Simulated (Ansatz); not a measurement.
**Structural relaxation of twisted silicene bilayer, 13.17° (76 atoms)**

Wanted: the relaxed structure of twisted silicene bilayer, 13.17° (76 atoms) and its electronic structure.

Program: Ansatz 0.2.0. Level of theory: Kohn-Sham DFT, RPBE+D4, PAW (set soft_2), localised support functions (medium). Results are calculated unless marked as measured.

This is a report of a sequence of runs, with most program output left out.

**1. The structure**

The cell holds 76 atoms: 76 Si. Cell: a = 16.825 Å, b = 16.825 Å, c = 20.140 Å, α = 90.0°, β = 90.0°, γ = 120.0°. It derives from Si (silicene). Silicene (a = 3.86 Å) under silicene (a = 3.86 Å), bilayer, commensurate cell of 19 unit cells a layer, twist 13.17 deg; facing planes 3.26 Å apart; 16 Å of vacuum; layers as built, displaced by a Gaussian of 0.01 Å. Regions: layer 1, 38 atoms (38 Si); layer 2, 38 atoms (38 Si). Vacuum lies along c.

Before any run, some limits are plain. Beside vacuum, support functions can miss their usual error bounds without a warning.

**2. Single point at the start**

The forces at the start show how far the geometry lies from a minimum of this functional.

input.yaml

```yaml
crystal:
  lattice:
    - [16.8253, 0.0, 0.0]
    - [-8.41265, 14.57114, 0.0]
    - [0.0, 0.0, 20.14]
  atoms:
    - { symbol: Si, position: [0.17495, 0.77142, 0.41904] }
    - { symbol: Si, position: [0.19352, 0.64934, 0.39677] }
    - { symbol: Si, position: [0.28094, 0.03559, 0.41971] }
    - { symbol: Si, position: [0.29952, 0.91295, 0.39734] }
    - { symbol: Si, position: [0.12333, 0.14082, 0.41888] }
    - { symbol: Si, position: [0.13941, 0.01718, 0.3974] }
    - { symbol: Si, position: [0.22762, 0.40196, 0.41871] }
    - { symbol: Si, position: [0.24545, 0.28002, 0.39728] }
[... 64 atom lines left out ...]
    - { symbol: Si, position: [0.08671, 0.7008, 0.60267] }
    - { symbol: Si, position: [0.06993, 0.56175, 0.58122] }
    - { symbol: Si, position: [0.03488, 0.28058, 0.60205] }
    - { symbol: Si, position: [0.01677, 0.14031, 0.5814] }
kpoints:
  mp_grid: { grid: [3, 3, 1] }
hamiltonian:
  xc: rpbe
  dispersion: d4
scf:
  occupations: { method: gaussian, width: 0.05 }
  eigensolver: { kind: { support_functions: { accuracy: medium } } }
  mixing: { beta: 0.4 }
  max_iter: 150
output:
  forces: true
```

The run is started by

```bash
ansatz run input.yaml --threads 4 --pin off --max-ram 8192MiB --backend cpu --events-out ev --progress --plain --runs-dir out
```

Elapsed: 2.5 min, on 4 threads of Arm Neoverse V1, shared host; peak memory 5.1 GiB.

The program notes that the band table was not solved further than the SCF left it and it switched symmetry off.

The run gave:

```yaml
free_energy: -48557.8093 eV
free_energy_per_atom: -638.9185 eV/atom
scf_cycles: 12
r_m_s_force_component: 0.2864 eV/Å
longest_force: 0.9014 eV/Å
fermi_energy: -1.172 eV
levels_partly_filled_by_over_2_per_cent: 8
```

The r.m.s. force component of 0.29 eV/Å sets the starting point.

Length of the force by element:

```
element  coordination  atoms  mean length of the force (eV/Å)  spread   least   most
     Si           all     76                            0.441   0.228  0.0542  0.901
```

**3. Relaxation**

The atoms are relaxed in the fixed cell, aiming at the force tolerance of the input.

input.yaml: that of step 2 with these lines changed.

```diff
@@ -19 +19,4 @@
   forces: true
+relax:
+  f_tol: 0.05
+  max_steps: 56
```

The job ended after 40 min (4 threads; peak memory 5.4 GiB; 2.6 h of CPU time).

The program notes that the dispersion model switches parameters near this geometry. Further notices: relaxed geometry near dispersion switch.

The steps of the relaxation:

```csv
step,energy less that of the first step (eV),largest force component (eV/Å)
1,0.0000,0.8298
2,-3.6666,0.7663
3,-5.3968,0.5966
4,-5.6238,1.0861
5,-6.0339,0.8590
6,-7.0738,0.3740
7,-7.5904,0.4857
8,-7.2210,0.9320
9,-7.7526,1.0409
10,-7.8830,0.4265
11,-7.9270,0.4923
12,-7.8157,0.7827
13,-8.1492,0.2822
14,-8.1445,0.2424
15,-8.2040,0.1121
16,-8.2177,0.0658
17,-8.2214,0.0676
18,-8.2219,0.1349
19,-8.1525,0.2786
20,-8.2269,0.0411
```

Relaxation steps 8, 12, 14, 19 were tried and not accepted.

The atoms that moved most (Å):

```
atom      dx      dy      dz  length
Si14   0.107  -0.046   0.712   0.722
Si26  -0.083  -0.065   0.710   0.717
Si69  -0.090  -0.040  -0.710   0.716
Si55   0.017   0.115  -0.706   0.716
Si65   0.070  -0.063  -0.700   0.707
Si30  -0.011   0.115   0.683   0.692
Si50  -0.162   0.148  -0.512   0.557
Si35   0.158   0.153   0.507   0.553
```

The relaxation changed the energy by -108 meV/atom, and atoms moved by 0.36 Å r.m.s., 0.72 Å at most.

**4. Structure statistics after relaxation**

Bonds before and after, by the cutoffs listed below:

| pair | bonds before | bonds after | mean before (Å) | mean after (Å) | spread before (Å) | spread after (Å) |
| --- | --- | --- | --- | --- | --- | --- |
| Si-Si | 114 | 114 | 2.271 | 2.327 | 0.014 | 0.031 |

Normalised to the volume that the atoms fill. Pair distribution function in bins of 0.1 Å:

| r (Å) | total |
| --- | --- |
| 2.15 | 0.00 |
| 2.25 | 2.06 |
| 2.35 | 6.85 |
| 2.45 | 0.45 |
| 2.55 | 0.00 |
| 2.65 | 0.00 |
| 2.75 | 0.00 |
| 2.85 | 0.16 |
| 2.95 | 0.82 |
| 3.05 | 0.14 |
| 3.15 | 0.81 |
| 3.25 | 0.00 |
| 3.35 | 0.24 |
| 3.45 | 0.11 |
| 3.55 | 0.21 |
| 3.65 | 0.79 |
| 3.75 | 1.00 |
| 3.85 | 2.09 |
| 3.95 | 3.24 |
| 4.05 | 0.73 |
| 4.15 | 0.73 |
| 4.25 | 0.94 |
| 4.35 | 0.56 |
| 4.45 | 0.54 |
| 4.55 | 1.37 |
| 4.65 | 0.92 |
| 4.75 | 0.61 |
| 4.85 | 0.66 |
| 4.95 | 0.22 |
| 5.05 | 0.21 |
| 5.15 | 0.32 |
| 5.25 | 0.42 |
| 5.35 | 0.23 |
| 5.45 | 0.22 |
| 5.55 | 0.00 |
| 5.65 | 0.34 |
| 5.75 | 0.79 |
| 5.85 | 1.09 |
| 5.95 | 1.27 |
| 6.05 | 0.66 |
| 6.15 | 0.58 |
| 6.25 | 0.15 |
| 6.35 | 0.34 |
| 6.45 | 0.34 |

Bonds by pair of elements; cutoffs follow the first minimum of g(r), held within bounds set by covalent radii, and pairs that aren't listed don't count as bonded:

| pair A-B | cutoff (Å) | bonds | mean length (Å) | spread (Å) | shortest (Å) | B about A | A about B |
| --- | --- | --- | --- | --- | --- | --- | --- |
| Si-Si | 2.68 | 114 | 2.33 | 0.031 | 2.28 | 3 | 3 |

How many atoms have how many bonded neighbours:

```csv
element,mean,3
Si,3,76
```

Bond angles (no mean is given where the spread exceeds 20°):

| angle | count | mean (°) | spread (°) |
| --- | --- | --- | --- |
| Si-Si-Si | 228 | 113 | 5.2 |

The first maximum of g(r) stands at about 2.32 Å. By these cutoffs all Si atoms have 3 bonded neighbours. The Si-Si-Si angle averages 113° with a spread of 5°.

**5. Single point at the relaxed geometry**

One more single point at the end of the walk gives the fuller output and checks the residual forces.

input.yaml, the sections that differ from step 3:

```yaml
crystal:
  lattice:
    - [16.8253, 0.0, 0.0]
    - [-8.41265, 14.57114, 0.0]
    - [0.0, 0.0, 20.14]
  atoms:
    - { symbol: Si, position: [0.18289, 0.77791, 0.42998] }
    - { symbol: Si, position: [0.18946, 0.6468, 0.41153] }
    - { symbol: Si, position: [0.27668, 0.02064, 0.44432] }
    - { symbol: Si, position: [0.30174, 0.91575, 0.38643] }
    [... 66 atom lines left out ...]
    - { symbol: Si, position: [0.93094, 0.43904, 0.61004] }
    - { symbol: Si, position: [0.91206, 0.30156, 0.57571] }
    - { symbol: Si, position: [0.08442, 0.69813, 0.61284] }
    - { symbol: Si, position: [0.06533, 0.56225, 0.56871] }
    - { symbol: Si, position: [0.03527, 0.27928, 0.5868] }
    - { symbol: Si, position: [0.01237, 0.1354, 0.55976] }
output:
  forces: true
  eigenvalues: true
  write_density: true
  write_potential: true
  volumetric_format: npy
# kpoints, hamiltonian, scf: as in step 3
# relax: removed
```

Elapsed: 3.6 min, on 4 threads; peak memory 5 GiB; 14 min of CPU time.

The program notes that the exchange-correlation potential is rough where the density is thin.

Numbers from this run:

| Item | Value |
| --- | --- |
| free energy | -48566.0362 eV |
| free energy per atom | -639.0268 eV/atom |
| SCF cycles | 13 |
| r.m.s. force component | 0.01008 eV/Å |
| longest force | 0.04409 eV/Å |
| Fermi energy | -1.258 eV |
| levels partly filled by over 2 per cent | 5 |
| potential in mid-vacuum, over the Fermi level | 4.708 eV |
| potential 4.5 Å over the upper face | 4.708 eV |
| potential 4.5 Å under the lower face | 4.708 eV |

By region:

```
 region  atoms  mean length of the force (eV/Å)
layer 1     38                            0.016
layer 2     38                            0.015
```

The levels nearest the highest filled one (over half full), pooled over k-points and spins:

| level less the highest filled one (eV) | occupation |
| --- | --- |
| -0.0755 | 2 |
| -0.0748 | 2 |
| -0.0027 | 1.94 |
| -0.001 | 1.93 |
| -9.0e-4 | 1.93 |
| 0 | 1.92 |
| 0.0824 | 0.574 |
| 0.310 | 0 |
| 0.310 | 0 |
| 0.310 | 0 |
| 0.350 | 0 |
| 0.352 | 0 |

Planar average of the electrostatic potential energy along the normal, with the Fermi level as zero, after a running mean with a triangular window 4 Å wide at its base:

```
height (Å)  potential energy (eV)
       0.0                   4.71
       0.6                   4.71
       1.2                   4.71
       1.6                   4.71
       2.2                   4.71
       2.8                   4.71
       3.4                   4.71
       4.0                   4.70
       4.6                   4.67
       5.1                   4.60
       5.7                   4.22
       6.3                   3.04
       6.9                   0.62
       7.5                  -2.62
       8.1                  -5.28
       8.5                  -6.02
       9.1                  -5.12
       9.7                  -3.63
      10.3                  -3.42
      10.9                  -4.70
      11.5                  -5.97
      11.9                  -5.68
      12.5                  -3.42
      13.1                  -0.18
      13.7                   2.54
      14.3                   4.02
      14.9                   4.54
      15.4                   4.66
      16.0                   4.70
      16.6                   4.71
      17.2                   4.71
      17.8                   4.71
      18.3                   4.71
      18.8                   4.71
      19.4                   4.71
      20.0                   4.71
```

Valence density in the ca plane at fractional y = 0.013, with atoms of Si within 0.2 Å of it. It is the smooth field of the valence electrons, not physical close to the nuclei.

Ten even steps from '0' (0.00 e/Å³) to '9' (0.54 e/Å³), each cell a mean:
```
00000000000000000001111000011110000000000000
00000000000000000124554321234543210000000000
00000000000000000136655532345335520000000000
00000000000000000135655432356556520000000000
00000000000000000235664323479974210000000000
00000000000000001356654335545652100000000000
00000000000000001479975345534652100000000000
00000000000000001257864222345542100000000000
00000000000000000123432110111221100000000000
00000000000000001233321000011111000000000000
00000000000000013455431101134432100000000000
00000000000000013689853111247986421000000000
00000000000000001356653111135776521000000000
00000000000000000112221100112343210000000000
00000000000000000111111000123322100000000000
00000000000000001223332211245643100000000000
00000000000000001246655543468985210000000000
00000000000000000135423653356775210000000000
00000000000000001247986432346653100000000000
00000000000000012567874323467642100000000000
00000000000000014642354234544652100000000000
00000000000000012455553223566642100000000000
00000000000000000112221101122211000000000000
00000000000000000000000000000000000000000000
```
Columns run along c (16.0 Å, from fractional 0.07 to 0.86 of the cell), rows up along a (16.8 Å). Atoms in or near the plane, at fractional coordinates: Si at (0.44, 0.28), Si at (0.41, 0.14), Si at (0.59, 0.87), Si at (0.56, 0.74).

Electrostatic potential energy in the ca plane at fractional y = 0.013, with atoms of Si within 0.2 Å of it. With pseudopotentials it is smooth inside the atoms' cores, unlike the true potential.

Values in eV, 13 rows by 16 columns, each cell a mean:
```
  3   3   3   3   3   3   2  -3  -1   1  -2  -1   3   3   3   3
  3   3   3   3   3   3  -2 -28 -17  -2 -27 -23   1   3   3   3
  3   3   3   3   3   3  -1  -9  -2  -7 -16  -4   3   3   3   3
  3   3   3   3   3   3  -6 -15  -1 -20 -26  -1   3   3   3   3
  3   3   3   3   3   3   0  -4   1   1  -1   1   3   3   3   3
  3   3   3   3   3   2  -6  -3   2   1  -2   1   3   3   3   3
  3   3   3   3   3   2  -6  -5   1   1  -6  -9   1   3   3   3
  3   3   3   3   3   3   1   0   2   2  -1  -2   2   3   3   3
  3   3   3   3   3   3   0  -7  -4   0  -6  -1   3   3   3   3
  3   3   3   3   3   3  -1 -28 -21  -1 -17  -7   3   3   3   3
  3   3   3   3   3   2 -12 -17  -2  -7 -14   0   3   3   3   3
  3   3   3   3   3   2 -17 -21  -1 -13 -22  -1   3   3   3   3
  3   3   3   3   3   3   2   1   2   1   1   2   3   3   3   3
```
Columns run along c (16.0 Å, from fractional 0.07 to 0.86 of the cell; values clipped at the 3rd and 97th percentile), rows up along a (16.8 Å). Atoms in or near the plane, at fractional coordinates: Si at (0.44, 0.28), Si at (0.41, 0.14), Si at (0.59, 0.87), Si at (0.56, 0.74).

The potential stands 4.71 eV above the Fermi level over the upper face and 4.71 eV under the lower one, a reading of the work function, with no dipole correction.

The surroundings of Si55, picked at random, nearest first, numbered as they follow in the input and with coordinates relative to it.

| atom | x | y | z | distance (Å) | bonds |
| --- | --- | --- | --- | --- | --- |
| Si55 | 0.00 | 0.00 | 0.00 | 0.00 | 3 |
| Si56 | 0.93 | -2.14 | 0.15 | 2.34 | 3 |
| Si58 | 1.45 | 1.87 | -0.06 | 2.37 | 3 |
| Si50 | -2.38 | 0.30 | -0.24 | 2.41 | 3 |
| Si14 | 0.53 | -0.91 | -2.74 | 2.93 | 3 |
| Si13 | -0.87 | 0.96 | -2.89 | 3.17 | 3 |
| Si57 | 0.42 | 3.74 | 0.85 | 3.86 | 3 |
| Si49 | -3.05 | 2.20 | 0.90 | 3.87 | 3 |
| Si63 | 3.53 | 1.43 | 0.85 | 3.90 | 3 |
| Si47 | -3.59 | -1.57 | 0.54 | 3.95 | 3 |
| Si21 | 2.87 | -0.58 | -2.67 | 3.97 | 3 |
| Si39 | -0.48 | -3.94 | 0.38 | 3.99 | 3 |
| Si45 | 3.08 | -2.42 | 0.85 | 4.01 | 3 |
| Si3 | -0.40 | -3.13 | -2.49 | 4.02 | 3 |

The column of bonds counts only the pairs Si-Si within 2.68 Å; other neighbours, such as metal atoms beside each other in a compound, aren't counted, and periodic images can show an atom twice.

**6. Results**

```yaml
energy_change_in_the_relaxation: -108.2 meV/atom
r_m_s_displacement: 0.357 Å
largest_displacement: 0.722 Å
free_energy_per_atom: -639.0268 eV/atom
r_m_s_force_component: 0.01008 eV/Å
potential_in_mid_vacuum_over_the_fermi_level: 4.708 eV
wall_time_of_the_3_dft_runs: 46 min
```

Relaxation lowers the energy by 108 meV/atom and moves atoms by 0.36 Å r.m.s.; the r.m.s. force component goes from 0.29 to 0.010 eV/Å. By the final cutoffs no bond was broken or made. From the first step to the last the energy fell by 8.227 eV, and the largest move was 0.72 Å (Si14, with 3 other atoms within 2 % of it). The Si-Si bonds go from 2.271 Å (spread 0.014) to 2.327 Å (spread 0.031). With the cutoffs above, all Si atoms have 3 bonded neighbours. No gap is quoted, since levels at the Fermi energy are partly filled. The potential stands 4.71 eV above the Fermi level over the upper face and 4.71 eV under the lower one, a reading of the work function, with no dipole correction.

Caveats: The program warns that the dispersion model switches its C6 values near this geometry, which can put artefacts into forces and pressure. The relaxed geometry lies near a switch of the dispersion model's C6 values, so it may be an artefact of their interpolation.

[Logs are printed without paths, hosts, clocks, repeated set-up lines and the standing remarks that a program may print on its own settings, such as how far it seeks lower states.]

[Hosts, paths, dates, database ids (printed as entryN), source tags and the programs' standing remarks are cut or masked in the printed files.]
